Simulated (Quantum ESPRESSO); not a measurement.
# GaAs (F-43m): modes at Γ and the response to a field

Aim: the zone-centre modes of GaAs (F-43m).

Method: DFT LDA, scalar-relativistic, plane waves, GBRV ultrasoft pseudopotentials, in Quantum ESPRESSO 7.5.

This is a report of a sequence of runs, with most program output left out.

## (1) The starting structure

The structure is cubic, space group F-43m (No. 216). Conventional cell: a = 5.654 Å, b = 5.654 Å, c = 5.654 Å, α = 90.00°, β = 90.00°, γ = 90.00°. Ga has 4 As at 2.45 Å nearest. Nearest to As lie 4 Ga at 2.45 Å. Farther neighbours are not listed.

As a file:

```cif
data_structure
_symmetry_space_group_name_H-M 'P 1'
_symmetry_Int_Tables_number 1
_cell_length_a 3.9978
_cell_length_b 3.9978
_cell_length_c 3.9978
_cell_angle_alpha 60.000
_cell_angle_beta 60.000
_cell_angle_gamma 60.000
_cell_volume 45.18
loop_
_atom_site_label
_atom_site_type_symbol
_atom_site_fract_x
_atom_site_fract_y
_atom_site_fract_z
_atom_site_occupancy
Ga1 Ga 0.00000 0.00000 0.00000 1
As2 As 0.25000 0.25000 0.25000 1
```

## (2) A first look

A cheap run with smearing and empty bands tells whether the crystal has a gap, which decides between fixed occupations and smearing later on.

probe.in reads:

```
&CONTROL
  calculation = 'scf'
  prefix      = 'x'
  outdir      = './tmp'
  pseudo_dir  = './pseudo'
  tprnfor     = .true.
  tstress     = .true.
  verbosity   = 'high'
/
&SYSTEM
  ibrav       = 0
  nat         = 2
  ntyp        = 2
  ecutwfc     = 50.0
  ecutrho     = 400.0
  occupations = 'smearing'
  smearing    = 'gaussian'
  degauss     = 0.01
/
&ELECTRONS
  conv_thr         = 1.0d-07
  mixing_beta      = 0.7
  electron_maxstep = 100
/
ATOMIC_SPECIES
 Ga     69.7230  Ga.upf
 As     74.9216  As.upf
CELL_PARAMETERS angstrom
    -2.826850000    0.000000000    2.826850000
     0.000000000    2.826850000    2.826850000
    -2.826850000    2.826850000    0.000000000
ATOMIC_POSITIONS crystal
 Ga     0.000000000   0.000000000   0.000000000
 As     0.250000000   0.250000000   0.250000000
K_POINTS automatic
 6 6 6 0 0 0
```

The run is started by

```
$ OMP_NUM_THREADS=1 mpirun -n 4 pw.x -nk 4 -in probe.in > probe.out
```

The job ended after 4.1 s (4 MPI ranks of Arm Neoverse V2, shared host; 16 s of CPU time).

This step gave:

* volume per atom: 22.59 Å³
* pressure: -2.249 GPa
* gap on the k-mesh: 0.2854 eV

A gap of 0.29 eV on this mesh is too small to trust, so smearing is kept; the start stands at -2.2 GPa.

## (3) Relaxing the cell and atoms

The relaxation runs at a cutoff a fifth above that of the response, since stress converges more slowly with the basis than frequencies do. Forces and stress are brought to rest with tight thresholds.

relax.in reads:

```
&CONTROL
  calculation   = 'vc-relax'
  prefix        = 'x'
  outdir        = './tmp'
  pseudo_dir    = './pseudo'
  tprnfor       = .true.
  tstress       = .true.
  forc_conv_thr = 2.0d-05
  etot_conv_thr = 1.0d-07
  nstep         = 40
/
&SYSTEM
  ibrav       = 0
  nat         = 2
  ntyp        = 2
  ecutwfc     = 60
  ecutrho     = 480.0
  occupations = 'smearing'
  smearing    = 'gaussian'
  degauss     = 0.002
/
&ELECTRONS
  conv_thr         = 1.0d-11
  mixing_beta      = 0.7
  electron_maxstep = 100
/
&IONS
/
&CELL
  press_conv_thr = 0.2
/
ATOMIC_SPECIES
 Ga     69.7230  Ga.upf
 As     74.9216  As.upf
CELL_PARAMETERS angstrom
    -2.826850000    0.000000000    2.826850000
     0.000000000    2.826850000    2.826850000
    -2.826850000    2.826850000    0.000000000
ATOMIC_POSITIONS crystal
 Ga     0.000000000   0.000000000   0.000000000
 As     0.250000000   0.250000000   0.250000000
K_POINTS automatic
 10 10 10 0 0 0
```

The run is started by

```
$ OMP_NUM_THREADS=1 mpirun -n 4 pw.x -nk 4 -in relax.in > relax.out
```

Wall time 56 s (4 MPI ranks).

Step by step:

```csv
step,energy less that of the first step (eV),largest force (eV/Å),pressure (GPa),volume (Å³)
1,0.0000,0.0000,-1.65,45.18
2,-0.0032,0.0000,-1.08,44.80
3,-0.0054,0.0000,-0.18,44.24
4,-0.0054,0.0000,0.01,44.12
5,-0.0054,0.0000,0.00,44.12
6,-0.0046,0.0000,0.02,44.12
```

| conventional cell, symmetrised | before | after | change |
| --- | --- | --- | --- |
| a (Å) | 5.654 | 5.609 | -0.8 % |
| b (Å) | 5.654 | 5.609 | -0.8 % |
| c (Å) | 5.654 | 5.609 | -0.8 % |
| volume (Å³/atom) | 22.59 | 22.06 | -2.3 % |

The relaxed structure:

```xyz
2
Lattice="-2.8047 0.0000 2.8047 0.0000 2.8047 2.8047 -2.8047 2.8047 0.0000" Properties=species:S:1:pos:R:3 pbc="T T T"
Ga    0.0000    0.0000    0.0000
As   -1.4023    1.4023    1.4023
```

The last row of the table of steps is pw.x's closing run on a basis chosen anew for the final cell, so its energy can jump.

Numbers from this step:

```yaml
volume_per_atom: 22.06 Å³
pressure: 0.02200 GPa
gap_on_the_k_mesh: 0.4672 eV
```

The volume changes by -2.3 % from the cell with which this run began.

## (4) Self-consistent run for the response

Perturbation theory inherits every error of the wavefunctions, so the threshold is set near the limit of the arithmetic. Smearing stays on, as the first look found no gap above 0.3 eV.

scf.in reads:

```
&CONTROL
  calculation = 'scf'
  prefix      = 'x'
  outdir      = './tmp'
  pseudo_dir  = './pseudo'
  tprnfor     = .true.
  tstress     = .true.
/
&SYSTEM
  ibrav       = 0
  nat         = 2
  ntyp        = 2
  ecutwfc     = 50.0
  ecutrho     = 400.0
  occupations = 'smearing'
  smearing    = 'gaussian'
  degauss     = 0.002
/
&ELECTRONS
  conv_thr         = 1.0d-12
  mixing_beta      = 0.7
  electron_maxstep = 100
/
ATOMIC_SPECIES
 Ga     69.7230  Ga.upf
 As     74.9216  As.upf
CELL_PARAMETERS angstrom
    -2.804684562    0.000000000    2.804684562
     0.000000000    2.804684562    2.804684562
    -2.804684562    2.804684562    0.000000000
ATOMIC_POSITIONS crystal
 Ga     0.000000000   0.000000000   0.000000000
 As     0.250000000   0.250000000   0.250000000
K_POINTS automatic
 10 10 10 0 0 0
```

The run is started by

```
$ OMP_NUM_THREADS=1 mpirun -n 4 pw.x -nk 4 -in scf.in > scf.out
```

Run time: 11 s. Hardware: 4 MPI ranks.

This step gave:

* pressure: -0.021 GPa
* gap on the k-mesh: 0.4673 eV

The cell stands at -0.021 GPa, close enough for phonons.

## (5) Self-consistent run for the response

The smeared run left no partial occupations, so the cell has a gap; with fixed occupations the field response becomes possible.

Edit scf.in of step 4 so:

```diff
@@ -14,5 +14,4 @@
   ecutrho     = 400.0
-  occupations = 'smearing'
-  smearing    = 'gaussian'
-  degauss     = 0.002
+  occupations = 'fixed'
+  nbnd        = 14
 /
```

Elapsed: 10 s, on 4 MPI ranks.

Read from the output:

| Property | Result |
| --- | --- |
| pressure | -0.02300 GPa |

## (6) Linear response at Γ

At q = 0 one unit cell holds all displacements; symmetry groups them into irreducible representations that are solved one by one. The response to a field gives ε∞ and the Born charges, which polar modes need.

ph.in reads:

```
phonons
&INPUTPH
  prefix = 'x'
  outdir = './tmp'
  fildyn = 'g.dyn'
  tr2_ph = 1.0d-18
  epsil  = .true.
/
0.000000000000 0.000000000000 0.000000000000
```

The run is started by

```
$ OMP_NUM_THREADS=1 mpirun -n 4 ph.x -nk 4 -in ph.in > ph.out
```

Elapsed: 3.6 min, on 4 MPI ranks.

Numbers from this step:

| Property | Result |
| --- | --- |
| miss of the charge sum rule | 0.1240 e |
| largest acoustic frequency at the zone centre before the sum rule | -7.67 cm⁻¹ |
| highest optical zone-centre mode (no LO-TO term) | 269.9 cm⁻¹ |
| lowest optical zone-centre mode | 269.9 cm⁻¹ |
| mean high-frequency dielectric constant | 23.23 |
| largest Born charge in size (third of the trace) | 2.194 e |

Born charge (rows field, columns displacement), before the sum rule (e), principal values of the symmetric part by kind of site:

| atom | atoms with these values | low | middle | high | mean |
| --- | --- | --- | --- | --- | --- |
| Ga1 | 1 | 2.07 | 2.07 | 2.07 | 2.07 |
| As2 | 1 | -2.19 | -2.19 | -2.19 | -2.19 |

In full for As2:

```
-2.19  0.00  0.00
 0.00 -2.19  0.00
 0.00  0.00 -2.19
```

High-frequency dielectric tensor:

```
23.23  0.00  0.00
 0.00 23.23  0.00
 0.00  0.00 23.23
```

The acoustic modes at Γ come out as far as 7.7 cm⁻¹ from zero, where they should vanish, a small numerical error; the Born charges miss their sum rule by 0.12 e, too much: mesh or cutoff is short for the field response.

## (7) Modes with the sum rule

A rigid shift of the crystal must cost nothing, but grids and finite bases break this; the acoustic sum rule is imposed before the matrix is diagonalised again. With Born charges the intensities follow, and the static dielectric tensor.

dynmat.in reads:

```
&INPUT
  fildyn = 'g.dyn'
  asr    = 'simple'
  fileig = 'dynmat.eig'
  lperm  = .true.
/
```

The run is started by

```
$ dynmat.x -in dynmat.in > dynmat.out
```

Wall time 0.47 s (1 thread).

Numbers from this step:

| Item | Value |
| --- | --- |
| highest optical zone-centre mode (no LO-TO term) | 270.0 cm⁻¹ |
| lowest optical zone-centre mode | 270.0 cm⁻¹ |
| mean static dielectric constant | 25.16 |

Unit eigenvectors of the mass-weighted matrix after the sum rule; no LO-TO term. The modes at Γ (shares of kinetic energy by element, %):

```
mode  frequency (cm⁻¹)  symmetry  Ga %  As %
   1               0.0  acoustic    48    52
   2               0.0  acoustic    48    52
   3               0.0  acoustic    48    52
   4             270.0        T2    52    48
   5             270.0        T2    52    48
   6             270.0        T2    52    48
```

Displacements in mode 5 (270.0 cm⁻¹), the largest set to 1:
```
Ga1  0.00  0.00  1.00
As2  0.00  0.00 -0.93
```

Degenerate modes summed, no LO-TO term. Infrared lines, with heights relative to the strongest:

```
position (cm⁻¹)  lines merged  label  IR intensity, relative
            270             3     T2                     100
```

Static dielectric tensor (ions relaxed, fixed cell):

```
25.16  0.00  0.00
 0.00 25.16  0.00
 0.00  0.00 25.16
```

The rule moves no optical mode by more than 0.2 cm⁻¹.

## (8) The LO-TO splitting (1 0 0)

A longitudinal polar mode sets up a macroscopic field that stiffens it; the term hangs on the direction from which q goes to zero.

dynmat.in reads:

```
&INPUT
  fildyn = 'g.dyn'
  asr    = 'simple'
  fileig = 'dynmat.eig'
  q(1)   = 1.0
  q(2)   = 0.0
  q(3)   = 0.0
/
```

The run is started by

```
$ dynmat.x -in dynmat.in > dynmat.out
```

It took 0.46 s on 1 thread.

Numbers from this step:

| Property | Result |
| --- | --- |
| highest mode moved by the LO-TO term | 281 cm⁻¹ |

Zone-centre frequencies as printed; negative means imaginary. Modes:

```
mode  frequency (cm⁻¹)
   1                 0
   2                 0
   3                 0
   4               270
   5               270
   6               281
```

The field moves one mode, from 270 to 281 cm⁻¹; the others stay.

## (9) Outcome

```yaml
space_group_after_relaxation: F-43m
volume_per_atom: 22.1 Å³
gap_on_the_k_mesh: 0.467 eV
highest_optical_zone_centre_mode_no_lo_to_term: 270.0 cm⁻¹
highest_mode_moved_by_the_lo_to_term_probably_not_converged_in_the_k_mesh: 281 cm⁻¹
mean_high_frequency_dielectric_constant_probably_not_converged_in_the_k_mesh: 23.2
largest_born_charge_in_size_third_of_the_trace_probably_not_converged_in_the_k_mesh: 2.19 e
mean_static_dielectric_constant_probably_not_converged_in_the_k_mesh: 25.2
imaginary_optical_modes_at_the_zone_centre_no_q_mesh_in_this_session: none
```

**Reading.** At the LDA level the optical modes of GaAs (F-43m) at the zone centre (no LO-TO term) lie at 270 cm⁻¹. Along the directions run, the highest mode that the macroscopic field moves lies at 281 cm⁻¹. Lattice motion raises the mean dielectric constant from 23.23 to 25.16. The Born charges miss their sum rule by 0.12 e, a sign that the k mesh or the cutoff is short for the field response. ε∞, the Born charges and what follows from them are probably not converged in the k mesh. The Lyddane-Sachs-Teller relation holds: (ωLO/ωTO)² is 1.08 and ε₀/ε∞ is 1.08. These are harmonic frequencies at zero temperature: anharmonic shifts and linewidths and thermal expansion are left out.

[Host names and launcher messages were left out of these logs when they were recorded.]

[Logs are printed without paths, hosts, clocks, repeated set-up lines and the standing remarks that a program may print on its own settings, such as how far it seeks lower states.]

[Hosts, paths, dates, database ids (printed as entryN), source tags and the programs' standing remarks are cut or masked in the printed files.]
